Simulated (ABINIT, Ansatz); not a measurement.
**Selenium (P3_121, 3 atoms a cell): G0W0 with ABINIT, start to end**

Aim: the G0W0 gap of Selenium (P3_121, 3 atoms a cell) on PBE, step by step.

Method: PBE and many-body steps on it, plane waves, in ABINIT 10.8.3.

**What was measured.**

- Gap 1.68 eV: quasiparticle gap from dI/dV; STS; 78 K; film (ultrathin trigonal Se film on Te film) (“Selenium / Tellurium Two-Dimensional Structures: from Isovalent Se Dopants in Te to Atomically Thin Se Films”, 2023, arxiv:2307.02723).

- Gap 1.95 ± 0.04 eV: optical gap from Tauc plot, consistent with EQE derivative; UV-vis absorption; film (evaporated film annealed at 200 C for 2 min) (“Ultrathin high band gap solar cells with improved efficiencies from the world’s oldest photovoltaic material”, 2017, pmc:5613033).

## 1. Starting point

The structure is trigonal, space group P3_121 (No. 152). Conventional cell: a = 4.366 Å, b = 4.366 Å, c = 4.954 Å, α = 90.00°, β = 90.00°, γ = 120.00°. Nearest to Se lie 2 Se at 2.37 Å.

The cell and positions come from the Crystallography Open Database and are kept as given unless a step says otherwise.

## 2. Ground state

This step: ABINIT 10.8.3; DFT, PBE, plane waves, norm-conserving pseudopotentials.

The ground-state density comes first.

Input file run.abi:

```
acell 3*1.0 Angstrom
rprim 
  4.366199999998 0.000000000000 0.000000000000
  -2.183099999999 3.781240118002 0.000000000000
  0.000000000000 0.000000000000 4.953600000000
ntypat 1
znucl 34
natom 3
typat 1 1 1
xred 
  0.225400000000 -0.000000000000 0.333333333333
  -0.000000000000 0.225400000000 0.666666666667
  0.774600000000 0.774600000000 0.000000000000
pp_dirpath "pseudos"
pseudos "Se.upf"
ecut 48
ngkpt 6 6 4
nshiftk 1
shiftk 0 0 0
kptopt 1
chksymbreak 0
nband 41
occopt 1
tolvrs 1e-10
nstep 60
prtwf 0
optforces 0
optstress 0
indata_prefix "in"
outdata_prefix "out"
tmpdata_prefix "tmp"
```

Launch:

```
$ OMP_NUM_THREADS=1 mpirun -n 8 abinit run.abi > log
```

The log of the run:

```text
.Version 10.8.3 of ABINIT. v10.8.2 released Aug 2026.

 Symmetries : space group P3_1 2 1 (#152); Bravais hP (primitive hexag.)
================================================================================
 Values of the parameters that define the memory need of the present run
     intxc =       0    ionmov =       0      iscf =       7    lmnmax =       6
     lnmax =       6     mgfft =      60  mpssoang =       3    mqgrid =    3001
     natom =       3  nloc_mem =       1    nspden =       1   nspinor =       1
    nsppol =       1      nsym =       6    n1xccc =    2501    ntypat =       1
    occopt =       1   xclevel =       2
-    mband =          41        mffmem =           1         mkmem =           3
       mpw =        8799          nfft =      174960          nkpt =          24
================================================================================
  Rough estimation (10% accuracy) of disk space for files :
================================================================================

--------------------------------------------------------------------------------
------------- Echo of variables that govern the present computation ------------
--------------------------------------------------------------------------------
 -outvars: echo values of preprocessed input variables --------
            acell      1.8897261259E+00  1.8897261259E+00  1.8897261259E+00 Bohr

      chksymbreak           0
             ecut      4.80000000E+01 Hartree
-          fftalg         312

              ixc     -101130
              kpt      0.00000000E+00  0.00000000E+00  0.00000000E+00
                       1.66666667E-01  0.00000000E+00  0.00000000E+00
                       3.33333333E-01  0.00000000E+00  0.00000000E+00
                       5.00000000E-01  0.00000000E+00  0.00000000E+00
                       1.66666667E-01  1.66666667E-01  0.00000000E+00
                       3.33333333E-01  1.66666667E-01  0.00000000E+00
                       3.33333333E-01  3.33333333E-01  0.00000000E+00
                       0.00000000E+00  0.00000000E+00  2.50000000E-01
                       1.66666667E-01  0.00000000E+00  2.50000000E-01
   [... 13 further rows ...]
                       3.33333333E-01  1.66666667E-01  5.00000000E-01
                       3.33333333E-01  3.33333333E-01  5.00000000E-01
         kptrlatt        6    0    0      0    6    0      0    0    4
          kptrlen      3.74437893E+01
P           mkmem           3
            natom           3
            nband          41
            ngfft          54      54      60
             nkpt          24
            nstep          60
             nsym           6
           ntypat           1
              occ      2.000000  2.000000  2.000000  2.000000  2.000000  2.000000
                       2.000000  2.000000  2.000000  2.000000  2.000000  2.000000
                       2.000000  2.000000  2.000000  2.000000  2.000000  2.000000
                       2.000000  2.000000  2.000000  2.000000  2.000000  2.000000
                       2.000000  2.000000  2.000000  2.000000  2.000000  2.000000
                       2.000000  2.000000  2.000000  2.000000  2.000000  2.000000
                       0.000000  0.000000  0.000000  0.000000  0.000000
        optforces           0
        optstress           0
            prtwf           0
            rprim      4.3662000000E+00  0.0000000000E+00  0.0000000000E+00
[...]
spgroup         152

           tolvrs      1.00000000E-10

             xred      2.2540000000E-01  9.2518585385E-18  3.3333333333E-01
[...]
znucl       34.00000

================================================================================

 chkinp: Checking input parameters for consistency.

================================================================================
== DATASET  1 ==================================================================
-   mpi_nproc: 8, omp_nthreads: 1 (-1 if OMP is not activated)

--- !DatasetInfo
iteration_state: {dtset: 1, }
dimensions: {natom: 3, nkpt: 24, mband: 41, nsppol: 1, nspinor: 1, nspden: 1, mpw: 8799, }
cutoff_energies: {ecut:  48.0, pawecutdg:  -1.0, }
electrons: {nelect:   7.20000000E+01, charge:   0.00000000E+00, occopt:   1.00000000E+00, tsmear:   1.00000000E-02, }

 Real(R)+Recip(G) space primitive vectors, cartesian coordinates (Bohr,Bohr^-1):
 R(1)=  8.2509222  0.0000000  0.0000000  G(1)=  0.1211986  0.0699740  0.0000000
 R(2)= -4.1254611  7.1455082  0.0000000  G(2)=  0.0000000  0.1399481  0.0000000
 R(3)=  0.0000000  0.0000000  9.3609473  G(3)=  0.0000000  0.0000000  0.1068268
 Unit cell volume ucvol=  5.5189368E+02 bohr^3
 Angles (23,13,12)=  9.00000000E+01  9.00000000E+01  1.20000000E+02 degrees

 getcut: wavevector=  0.0000  0.0000  0.0000  ngfft=  54  54  60
         ecut(hartree)=     48.000   => boxcut(ratio)=   2.05516

--- Pseudopotential description ------------------------------------------------
- Se Generated using ONCVPSP code by D. R. Hamann
- 34.00000  24.00000  171031                  znucl, zion, pspdat
12 -101130 2 -1 1214                          pspcod,pspxc,lmax,lloc,mmax
     nproj     2     2     2
  pspatm : epsatm=   25.39064422
         --- l  ekb(1:nproj) -->
[...]
pspatm: atomic psp has been read  and splines computed

   5.48437915E+03                                ecore*ucvol(ha*bohr**3)
--------------------------------------------------------------------------------

_setup2: Arith. and geom. avg. npw (full set) are    8766.896    8766.887

================================================================================

--- !BeginCycle
iteration_state: {dtset: 1, }
solver: {iscf: 7, nstep: 60, nline: 4, wfoptalg: 0, }
tolerances: {tolvrs: 1.00E-10, }

     iter   Etot(hartree)      deltaE(h)  residm     vres2
 ETOT  1  -1008.8481109110    -1.009E+03 2.056E+00 6.341E+02
 ETOT  2  -1014.6751280540    -5.827E+00 5.091E-02 8.153E+02
 ETOT  3  -1014.7663694866    -9.124E-02 1.219E-02 1.652E+02
 ETOT  4  -1014.7773288445    -1.096E-02 8.130E-04 6.395E+01
 ETOT  5  -1014.7846204032    -7.292E-03 1.160E-03 9.150E-01
 ETOT  6  -1014.7847141518    -9.375E-05 1.490E-04 3.955E-03
 ETOT  7  -1014.7847142666    -1.148E-07 5.542E-04 2.702E-03
 ETOT  8  -1014.7847145740    -3.074E-07 1.159E-04 2.754E-05
 ETOT  9  -1014.7847145770    -3.018E-09 3.513E-04 1.468E-06
 ETOT 10  -1014.7847145772    -1.263E-10 6.516E-05 2.572E-09
 ETOT 11  -1014.7847145772    -4.945E-11 1.796E-04 1.584E-11

 At SCF step   11       vres2   =  1.58E-11 < tolvrs=  1.00E-10 =>converged.

--- !ResultsGS
iteration_state: {dtset: 1, }
comment   : Summary of ground state results
lattice_vectors:
- [  8.2509222,   0.0000000,   0.0000000, ]
- [ -4.1254611,   7.1455082,   0.0000000, ]
- [  0.0000000,   0.0000000,   9.3609473, ]
lattice_lengths: [   8.25092,    8.25092,    9.36095, ]
lattice_angles: [ 90.000,  90.000, 120.000, ] # degrees, (23, 13, 12)
lattice_volume:   5.5189368E+02
convergence: {deltae: -4.945E-11, res2:  1.584E-11, residm:  1.796E-04, diffor:  0.000E+00, }
etotal    :  -1.01478471E+03
entropy   :   0.00000000E+00
fermie    :   1.57728916E-01
cartesian_stress_tensor: null
pressure_GPa: null
xred      :
- [  2.2540E-01,   9.2519E-18,   3.3333E-01, Se]
- [  5.0184E-18,   2.2540E-01,   6.6667E-01, Se]
- [  7.7460E-01,   7.7460E-01,  -9.2519E-18, Se]
cartesian_forces: null
force_length_stats: {min: null, max: null, mean: null, }

 Integrated electronic density in atomic spheres:
 ------------------------------------------------
 Atom  Sphere_radius  Integrated_density
[...]
2        2.00000         21.16684370
    3        2.00000         21.16684370
================================================================================

 ----iterations are completed or convergence reached----

 Mean square residual over all n,k,spin=   19.086E-08; max=  17.963E-05
 reduced coordinates (array xred) for    3 atoms
       0.225400      0.000000      0.333333
       0.000000      0.225400      0.666667
       0.774600      0.774600     -0.000000
 rms dE/dt=  0.0000E+00; max dE/dt=  0.0000E+00; dE/dt below (all hartree)
    1       0.000000      0.000000      0.000000
    2       0.000000      0.000000      0.000000
    3       0.000000      0.000000      0.000000

 cartesian coordinates (angstrom) at end:
    1      0.984141     0.000000     1.651200
    2     -0.492071     0.852292     3.302400
    3      1.691029     2.928949    -0.000000
 length scales=  1.889726  1.889726  1.889726 bohr
              =  1.000000  1.000000  1.000000 angstroms
 prteigrs : about to open file out_EIG
 Fermi (or HOMO) energy (hartree) =   0.15773   Average Vxc (hartree)=  -0.34778
 Eigenvalues (hartree) for nkpt=  24  k points:
 kpt#   1, nband= 41, wtk=  0.00694, kpt=  0.0000  0.0000  0.0000 (reduced coord)
  -7.50466   -7.50465   -7.50465   -5.28447   -5.28447   -5.28437   -5.28225   -5.28218
  -5.28218   -5.27395   -5.27395   -5.27395   -1.61834   -1.61834   -1.61704   -1.61681
  -1.61681   -1.61499   -1.60937   -1.60918   -1.60918   -1.60721   -1.60721   -1.60709
  -1.60586   -1.60489   -1.60489   -0.42472   -0.27359   -0.27359    0.01638    0.01638
   0.01934    0.08225    0.08225    0.14224    0.22700    0.22700    0.23700    0.38424
   0.39673
 prteigrs : prtvol=0 or 1, do not print more k-points.

--- !EnergyTerms
iteration_state     : {dtset: 1, }
comment             : Components of total free energy in Hartree
kinetic             :  4.384136E+02
hartree             :  4.376981E+02
xc                  : -8.646804E+01
Ewald energy        : -4.119064E+02
psp_core            :  9.937384E+00
local_psp           : -1.142846E+03
non_local_psp       : -2.596134E+02
total_energy        : -1.014785E+03
total_energy_eV     : -2.761370E+04
band_energy         : -1.897661E+02

== END DATASET(S) ==============================================================
================================================================================

 -outvars: echo values of variables after computation  --------
           etotal     -1.0147847146E+03
            nband          41
             nkpt          24
          spgroup         152
 [... the other variables as echoed above ...]

 Calculation completed.
```

Run time: 48 s. Hardware: 8 MPI ranks of Intel Xeon Platinum 8488C (Sapphire Rapids), shared host; peak memory 0.96 GiB; 6.4 min of CPU time.

This step gave:

```
total energy               : -27613.6988 eV
gap                        : 1.036 eV
k of the valence top       : 0.5, 0, 0.5
k of the conduction bottom : 0.3333, 0.3333, 0.5
least direct gap           : 1.265 eV
```

The gap is indirect, with the least direct gap 0.23 eV higher.

(Part 1 of 3 ends here.)

[Long decimals in the printed logs are rounded to 6 places.]

[Logs are printed without paths, hosts, clocks, repeated set-up lines and the standing remarks that a program may print on its own settings, such as how far it seeks lower states.]

[Paths, hosts, dates, memory and timing lines, banners, echoed tables and standing remarks are left out of the program output; an Ansatz launch command may be rebuilt from the run's recorded settings. Measured values are a selection of at most five: reports struck by readers or far from the other reports are left out. None is set beside runs whose start may be inverted or whose files or cutoffs have a known fault.]

[Runs of the session that timed out or met a known fault of the program may be left out.]

[Hosts, paths, dates, database ids (printed as entryN), source tags and the programs' standing remarks are cut or masked in the printed files.]

[G0W0 gaps are taken among the corrected bands and points alone; a level outside them can change the order at an edge.]

[Where Ansatz stands beside ABINIT at settings called matched, ABINIT's density can come from a denser mesh and the files from another edition; pairs whose starting gaps differed by over 0.03 eV were left out, so agreement reads better than it is.]
